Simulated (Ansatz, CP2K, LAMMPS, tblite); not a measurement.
**Liquid mixture of tetramethylsilane and dimethyl sulfoxide at 300 K (95 atoms) in other programs, against a plane-wave reference**

Aim: run liquid mixture of tetramethylsilane and dimethyl sulfoxide at 300 K (95 atoms) in several programs and set results and cost side by side. A plane-wave run serves as the reference.

Main program and level: Ansatz 0.2.0; Kohn-Sham DFT, PBE, PAW, plane waves.

## (1) The starting structure

The cell holds 95 atoms: 22 C, 5 Si, 66 H, 1 S and 1 O. Cell: a = 10.756 Å, b = 10.756 Å, c = 10.756 Å, α = 90.0°, β = 90.0°, γ = 90.0°. 5 tetramethylsilane, 1 dimethyl sulfoxide placed at random, at 0.693 g/cm³; overlaps pushed apart, then 10 ps at 450 K with MMFF94 bonds, angles, torsions, charges and radii (Halgren, J. Comput. Chem. 17, 490 (1996)) in harmonic and 12-6 forms. Snapshot after 20 ps at 300 K and fixed volume.

## (2) Plane-wave reference

The PAW files are the set soft_2.

Contents of input.yaml:

```yaml
crystal:
  lattice:
    - [10.75553, 0.0, 0.0]
    - [0.0, 10.75553, 0.0]
    - [0.0, 0.0, 10.75553]
  atoms:
    - { symbol: C, position: [0.04265, 0.92732, 0.86786] }
    - { symbol: Si, position: [0.12967, 0.91676, 0.01601] }
    - { symbol: C, position: [0.05485, 0.80701, 0.12323] }
    - { symbol: C, position: [0.29814, 0.88726, 0.98192] }
    [... 85 atom lines left out ...]
    - { symbol: H, position: [0.9106, 0.50959, 0.90707] }
    - { symbol: H, position: [0.96225, 0.64475, 0.81591] }
    - { symbol: H, position: [0.82259, 0.64567, 0.89586] }
    - { symbol: H, position: [0.73822, 0.75644, 0.70708] }
    - { symbol: H, position: [0.88309, 0.72823, 0.61762] }
    - { symbol: H, position: [0.73914, 0.68689, 0.54971] }
kpoints:
  mp_grid: { grid: [1, 1, 1] }
hamiltonian:
  xc: pbe
scf:
  occupations: { method: fermi_dirac, width: 0.05 }
output:
  forces: true
  eigenvalues: true
  populations: true
  stress: true
```

The run is started by

```sh
> ansatz run input.yaml --threads 4 --pin off --max-ram 8192MiB --backend cpu --events-out ev --progress --plain --runs-dir out
```

What it wrote:

```text
[...]
Pseudopotentials: kind: paw
Pseudopotential: C, paw, valence charge 4, recommended cutoff 420 eV (normal), C.paw.azcp
Pseudopotential: Si, paw, valence charge 4, recommended cutoff 420 eV (normal), Si.paw.azcp
Pseudopotential: H, paw, valence charge 1, recommended cutoff 420 eV (normal), H.paw.azcp
Pseudopotential: S, paw, valence charge 6, recommended cutoff 420 eV (normal), S.paw.azcp
Pseudopotential: O, paw, valence charge 6, recommended cutoff 420 eV (normal), O.paw.azcp
[... 5 lines on functional and potentials left out ...]
Crystal: 95 atoms, lattice volume = 1244.215 Å³
Basis set: ecut = 420 eV, 24303 PW (Γ), exchange–correlation on 144×144×144 points (8 copies of the dense FFT grid, shifted against one another)
Bands: 188, of which v1, the nominal top of the filled ones, is band 93 counted from 1 (92 counted from 0)
Symmetry: 1 space group operations
Space group: P1 (ITA 1), of the structure as read, at distance tolerance 1.1e-4 Å
k-points: 1
[... 11 lines on functional and potentials left out ...]
Initial density: superposition of atomic densities (neutral atoms: chi_scale 0, normalization atom), corrected by the library's trained network
Initial wavefunctions: pseudopotential atomic-orbital guess
[...]
SCF iter   1: F=—  HF=-11232.642075 eV  |F-HF|=—  |Δ(HF+E_count)|=         —  Δρ=3.53e-3  dr2=2.92e-1  ethr=1.77e-3  ⟨swp⟩=5.0  Hψ=821  notcnv=0  defer=81
preconditioner: auto → Resta (q_TF=auto, 1.988 Å⁻¹)  ε∞=2.1  [insulator: Δε(μ)=4.115 eV  Ē_g=13.782 eV  σ=0.050 eV  W_gap=1.00  n_scr=170 (ndim 8)  ℏωp=14.3 eV  f_vac=0.306  D(μ)=0.00/eV (n_scr^D=0)  ε∞_Penn≈2.1]
[...]
SCF iter   8: F=—  HF=-11232.629046 eV  |F-HF|=—  |Δ(HF+E_count)|=   1.03e-7  Δρ=3.72e-6  dr2=2.95e-7  ethr=1.21e-9  ⟨swp⟩=2.0  Hψ=190  notcnv=0  defer=91
SCF iter   9: F=-11232.629046 eV  HF=-11232.629046 eV  |F-HF|=1.09e-8  |Δ(HF+E_count)|=   1.56e-7  Δρ=1.50e-6  dr2=4.37e-8  ethr=5.38e-11  ⟨swp⟩=18.0  Hψ=1600  notcnv=0
SCF 1 converged in 9 iterations: F = -11232.629046 eV  dr2 = 4.37e-8
[...]
SCF converged after 9 iterations
Free energy (F): -11232.629046 eV
Harris-Foulkes:  -11232.629046 eV  (|F-HF|=1.09e-8)
Internal energy: -11232.629046 eV  (E = F + TS)
E sigma→0 (E₀):  -11232.629046 eV
Fermi energy:    0.065627 eV
--- Per-component energies (eV) ---
[...]
Σ components = -11232.629046   (vs F -11232.629046, Δ=0.00e0)
--- Forces (eV/Å), atoms counted from 1 ---
  atom   1  C      0.24580943    -0.29308107    -0.75580175
  atom   2  Si     0.09232660    -1.67642372    -0.22575717
  atom   3  C      0.88711802    -0.70822203     1.20917266
  atom   4  C      0.55853136    -1.45070153    -0.37628884
[...]
atom  95  H      0.50364979     0.01107616     1.22553466
  max |Σ_I F_I| component: 8.50e-5 eV/Å
--- Stress (GPa, compression-positive) ---
        2.703470      -0.018222       0.129322
       -0.018222       3.634202      -0.429163
        0.129322      -0.429164       2.810067
  P = ⅓ Tr σ = 3.0492 GPa (30.492 kbar)
--- Band table (eV) ---
  k-point 0: bands = ["-22.1380", "-16.1265", "-14.5789", "-14.4531", [... 172 levels ...], "8.3561", "8.4311", "8.4828", "8.5578", "8.6169", "8.6517", "8.7152", "8.8538", "8.8951", "8.9648", "9.0439", "9.1468"]
--- Löwdin populations: 95 sites ---
  site symbol       q [e]
     0      C      4.7816
     1     Si      2.7646
     2      C      4.8006
[...]
94      H      0.7889
  spilling = 0.014375 (of n_electrons = 186.000000)
```

Run time: 6.8 s. Hardware: 4 threads of Arm Neoverse V2, shared host; peak memory 1.1 GiB; 26 s of CPU time.

The column dr2 measures how far the density is from self-consistency, as an energy; F and HF (Harris–Foulkes) agree once it is small.

The run gave:

| Quantity | Value |
| --- | --- |
| free energy | -11232.6290 eV |
| free energy per atom | -118.2382 eV/atom |
| SCF cycles | 9 |
| pressure | 3.049 GPa |
| r.m.s. force component | 0.7109 eV/Å |
| longest force | 3.594 eV/Å |
| Fermi energy | 0.06563 eV |
| gap (highest filled to lowest empty level) | 4.199 eV |
| spilling of the projection | 0.01438 |

Length of the force by element:

```csv
element,coordination,atoms,mean length of the force (eV/Å),spread,least,most
C,all,22,1.70,0.779,0.847,3.59
H,all,66,0.775,0.423,0.131,2.83
O,all,1,1.57,0,1.57,1.57
S,all,1,0.930,0,0.930,0.930
Si,all,5,1.50,0.401,0.786,1.86
```

Löwdin charges by element (they lack the spilled electrons, 0.028 e an atom on average):

```csv
element,coordination,atoms,mean charge (e),spread,least,most
C,all,22,-0.776,0.0581,-0.825,-0.593
H,all,66,0.198,0.0122,0.176,0.231
O,all,1,-0.779,0,-0.779,-0.779
S,all,1,1.24,0,1.24,1.24
Si,all,5,1.25,0.008,1.24,1.26
```

The levels nearest the highest filled one (over half full), pooled over k-points and spins:

```csv
level less the highest filled one (eV),occupation
-1.17,2
-1.15,2
-1.07,2
-1.00,2
-0.959,2
0,2
4.20,0
4.91,0
5.08,0
5.22,0
5.38,0
5.47,0
```

The run ends at a pressure of 3.05 GPa, with forces up to 3.6 eV/Å.

## (3) Local order

Density 0.693 g/cm³, 13.10 Å³ an atom.

g(r), total and by pair (bins of 0.2 Å):

```csv
r (Å),total,H-H,H-C,H-Si,H-O,H-S,C-C
1.00,3.42,0.00,10.65,0.00,0.00,0.00,0.00
1.20,2.60,0.00,8.10,0.00,0.00,0.00,0.00
1.40,0.05,0.00,0.00,0.00,0.00,0.00,0.00
1.60,0.32,0.66,0.00,0.00,0.00,0.00,0.00
1.80,2.68,4.05,0.00,0.00,0.00,0.00,0.00
2.00,0.11,0.24,0.00,0.00,0.00,0.00,0.00
2.20,0.09,0.18,0.00,0.00,0.00,0.00,0.00
2.40,1.26,0.59,0.00,11.78,0.00,7.75,0.00
2.60,0.69,0.68,0.10,3.24,3.19,0.00,0.29
2.80,0.65,0.89,0.39,0.00,0.97,0.00,1.54
3.00,1.41,1.09,1.73,0.00,2.49,0.82,5.22
3.20,1.17,0.96,2.06,0.14,0.77,1.49,0.21
3.40,1.26,1.16,1.99,0.40,0.62,0.64,0.17
3.60,0.86,1.02,1.02,0.23,1.15,0.00,0.00
3.80,1.04,1.16,1.19,0.62,1.06,0.00,0.41
4.00,1.34,1.42,1.34,0.75,0.95,1.85,1.92
4.20,1.21,1.52,0.91,0.59,0.85,1.70,1.51
4.40,0.97,1.03,0.95,0.55,1.14,1.57,1.18
4.60,0.88,0.87,0.77,1.71,0.71,0.69,0.49
4.80,1.02,1.02,0.99,1.11,0.99,0.96,0.89
5.00,0.86,0.75,0.98,0.90,0.30,0.60,1.23
5.20,0.87,0.91,0.69,1.28,1.38,1.10,0.38
```

Bonds by pair of elements; cutoffs follow the first minimum of g(r), held within bounds set by covalent radii, and pairs that aren't listed don't count as bonded:

```csv
pair A-B,cutoff (Å),bonds,mean length (Å),spread (Å),shortest (Å),B about A,A about B
H-C,1.34,66,1.10,0.023,1.03,1,3
C-Si,2.27,20,1.82,0.03,1.75,0.909,4
C-S,2.21,2,1.81,0.009,1.80,0.091,2
O-S,1.88,1,1.48,0,1.48,1,1
```

How many atoms have how many bonded neighbours:

```csv
element,mean,1,3,4
C,4,0,0,22
H,1,66,0,0
O,1,1,0,0
S,3,0,1,0
Si,4,0,0,5
```

## (4) What was run beside it

The programs:
- CP2K 2026.2: Gaussian basis with GTH pseudopotentials and a plane-wave density; labels give functional, basis (MOLOPT sets; SR short-range, UZH the newer set with its own potentials), grid cutoff/relative cutoff and solver (OT: orbital transformation; TRS4, TC2, SIGN: linear-scaling purification with its sparsity filter), or its built-in tight binding.
- tblite 0.8.0: extended tight binding, driven from Python.

All use the same cell and atoms; the electronic-structure runs use the same k-mesh, and an electronic temperature of 580 K (0.05 eV) where levels are smeared.

Differences are against the plane-wave reference, forces as r.m.s. over components; share is that over the reference's r.m.s. force, slope the least-squares factor from reference forces to these. Total energies of different programs have different zeros and aren't compared.

```csv
run,"Δ force, r.m.s. (meV/Å)",share (%),slope,Δ pressure (GPa),Δ gap (eV),cores,CPU time,memory (GiB)
reference,-,-,-,-,-,4,26 s,1.1
"CP2K GFN1-xTB, diagonalisation",207,29.1,1.039,0.529,-,1,4.7 s,0.21
"CP2K PBE, DZVP-UZH, 210/50 Ry, diagonalisation (coarse)",71.8,10.1,1.014,0.0753,0.878,2,2.6 min,0.82
"CP2K PBE, DZVP-UZH, 600/30 Ry, diagonalisation (coarse)",61.0,8.58,1.010,0.0713,0.875,4,3.2 min,3.9
"CP2K PBE, DZVP-UZH, 600/50 Ry, OT DIIS",60.9,8.57,1.010,0.0697,0.875,4,6.3 min,2.6
"CP2K PBE, DZVP-UZH, 600/50 Ry, diagonalisation",60.9,8.57,1.010,0.0697,0.876,4,3.9 min,3.9
"CP2K PBE, SZV-MOLOPT-SR, 600/50 Ry, TC2 filter 1e-03, SCF 1e-04 (coarse)",1176,165,1.625,1.36,-,1,27 s,1.4
"CP2K PBE, SZV-MOLOPT-SR, 600/50 Ry, TC2 filter 1e-04, SCF 1e-05 (coarse)",1155,162,1.621,1.35,-,1,38 s,1.4
"CP2K PBE, SZV-MOLOPT-SR, 600/50 Ry, TC2 filter 1e-05, SCF 1e-06 (coarse)",1153,162,1.620,1.35,-,1,51 s,1.4
"CP2K PBE, SZV-MOLOPT-SR, 600/50 Ry, diagonalisation (coarse)",1151,162,1.620,1.35,1.79,1,2 min,2.8
"CP2K PBEsol, PBE potentials, DZVP-UZH, 600/50 Ry, diagonalisation",132,18.6,0.988,0.233,0.814,4,4 min,3.9
tblite GFN2-xTB,411,57.9,1.155,-0.005,-,1,4.5 s,0.16
```

Rows marked coarse were listed beforehand as settings not expected to be converged; some can still land near the reference.

CPU time is summed over cores on a shared host, where runs went side by side, so it is rough. Symmetry, cutoffs, thresholds, outputs and thread counts weren't matched or tuned between programs; memory under MPI is the largest rank's times the ranks.

Mean charges by element (e), by run and scheme:

```csv
run,scheme,C,Si,H,S,O
reference,Löwdin,-0.78,+1.25,+0.20,+1.24,-0.78
"CP2K GFN1-xTB, diagonalisation",Mulliken,-0.19,+0.24,+0.05,+0.28,-0.48
"CP2K PBE, DZVP-UZH, 600/50 Ry, OT DIIS",Mulliken,-0.48,+0.76,+0.10,+0.37,-0.47
"CP2K PBE, DZVP-UZH, 600/50 Ry, OT DIIS",Hirshfeld,-0.21,+0.37,+0.04,+0.33,-0.30
"CP2K PBE, DZVP-UZH, 600/50 Ry, diagonalisation",Mulliken,-0.48,+0.76,+0.10,+0.37,-0.47
"CP2K PBE, DZVP-UZH, 600/50 Ry, diagonalisation",Hirshfeld,-0.21,+0.37,+0.04,+0.33,-0.30
"CP2K PBEsol, PBE potentials, DZVP-UZH, 600/50 Ry, diagonalisation",Mulliken,-0.50,+0.74,+0.11,+0.36,-0.47
"CP2K PBEsol, PBE potentials, DZVP-UZH, 600/50 Ry, diagonalisation",Hirshfeld,-0.21,+0.36,+0.04,+0.33,-0.30
tblite GFN2-xTB,Mulliken,-0.17,+0.46,+0.02,+0.31,-0.48
```

The reference's Löwdin charges lack the electrons that the projection spills, 0.028 e an atom on average.

Within one program, basis, potentials and functional, energies share a zero. Each run against its twin at the usual cutoff or grid and solver:

```csv
run,twin,Δ energy (meV/atom),"Δ force, r.m.s. (meV/Å)",CPU time over the twin's
"CP2K PBE, DZVP-UZH, 210/50 Ry, diagonalisation","DZVP-UZH, 600/50 Ry, diagonalisation",-0.216,33.4,0.66 (this twin ran on 4 cores)
"CP2K PBE, DZVP-UZH, 600/30 Ry, diagonalisation","DZVP-UZH, 600/50 Ry, diagonalisation",-0.0188,0.535,0.82
"CP2K PBE, DZVP-UZH, 600/50 Ry, OT DIIS","DZVP-UZH, 600/50 Ry, diagonalisation",0,0.118,1.6
"CP2K PBE, SZV-MOLOPT-SR, 600/50 Ry, TC2 filter 1e-03, SCF 1e-04","SZV-MOLOPT-SR, 600/50 Ry, diagonalisation",1.45,32.9,0.23
"CP2K PBE, SZV-MOLOPT-SR, 600/50 Ry, TC2 filter 1e-04, SCF 1e-05","SZV-MOLOPT-SR, 600/50 Ry, diagonalisation",-0.256,8.34,0.32
"CP2K PBE, SZV-MOLOPT-SR, 600/50 Ry, TC2 filter 1e-05, SCF 1e-06","SZV-MOLOPT-SR, 600/50 Ry, diagonalisation",-0.0199,3.83,0.42
```

## (5) Outcome

```json
{
 "reference r.m.s. force component": "0.711 eV/Å",
 "nearest in forces": "a tie at 8.6 % of 3 runs: CP2K PBE, DZVP-UZH, 600/30 Ry, diagonalisation (coarse); CP2K PBE, DZVP-UZH, 600/50 Ry, OT DIIS; CP2K PBE, DZVP-UZH, 600/50 Ry, diagonalisation",
 "farthest in forces": "CP2K PBE, SZV-MOLOPT-SR, 600/50 Ry, TC2 filter 1e-03, SCF 1e-04 (coarse), 165 %",
 "cheapest electronic-structure run beside the reference": "tblite GFN2-xTB, 4.5 s of CPU time"
}
```

**Reading.** The PBE runs in local orbitals, coarse settings apart, differ by 8.6 % in each run; basis, grid and potentials can all enter. Tight binding differs by 29 % (CP2K GFN1-xTB, diagonalisation) to 58 % (tblite GFN2-xTB); it is another model, with fitted parameters of its own, and the xTB methods hold dispersion. Rows with another functional or a dispersion term differ by 19 % (CP2K PBEsol, PBE potentials, DZVP-UZH, 600/50 Ry, diagonalisation), which mixes the change of model with differences of basis and potentials, some of them made for another functional. CP2K GFN1-xTB, diagonalisation needed 76 SCF steps, so its time overstates the method's usual cost. Runs with settings chosen to be coarse differ by 8.6 % (CP2K PBE, DZVP-UZH, 600/30 Ry, diagonalisation) to 165 % (CP2K PBE, SZV-MOLOPT-SR, 600/50 Ry, TC2 filter 1e-03, SCF 1e-04), their programs' other errors included. Of the electronic-structure runs that take under half the reference's CPU time, CP2K GFN1-xTB, diagonalisation comes nearest, at 29 % in 4.7 s against 26 s. At the same functional, gaps differ from the reference's 4.20 eV by between +0.87 and +1.79 eV. A likely cause of the wide gaps: compact atomic orbitals describe empty levels worse than filled ones. Charges hang on model, scheme and program or settings: among these rows the mean for Si runs from +0.24 to +1.25 e. With TC2, tightening the sparsity filter from 1e-03 to 1e-05, and the SCF threshold with it, takes the force difference from the cubic solver from 33 to 3.8 meV/Å, and the CPU time from 0.23 to 0.42 times the cubic solver's. In the reference: filled and empty levels are parted by 4.20 eV (at Γ alone); a semilocal functional tends to put such gaps too low. In a disordered cell it changes from sample to sample and from frame to frame. In the reference: mean Löwdin charges: C -0.78, H +0.20, O -0.78, S +1.24, Si +1.25 e (they miss 1.4 % of the electrons, so they add up to more than the cell's charge). Periodic xTB results under one method name differ between programs and library versions. The network of contacts between molecules at the start is that of the classical potential that made the cell, and needn't be the one that DFT or experiment would give. The reference's PBE has no dispersion term, which matters for the binding between molecules or layers. The density was typed from a rule of thumb and may lie off the real one at this temperature. The electronic-structure runs sample only Γ, in a cell whose shortest periodic width is 11 Å.

[Also dropped from logs without a mark: logging warnings of Python, and SIESTA's first energy breakdown and zero terms.]

[Logs are printed without paths, hosts, clocks, repeated set-up lines and the standing remarks that a program may print on its own settings, such as how far it seeks lower states.]

[Hosts, paths, dates, database ids (printed as entryN), source tags and the programs' standing remarks are cut or masked in the printed files.]

[The MMFF94 radii named for the starting cell were scaled by 0.96; in molecules described by MMFF94, hydrogen bound to N, O or S took a small fixed 12-6 site in their place.]
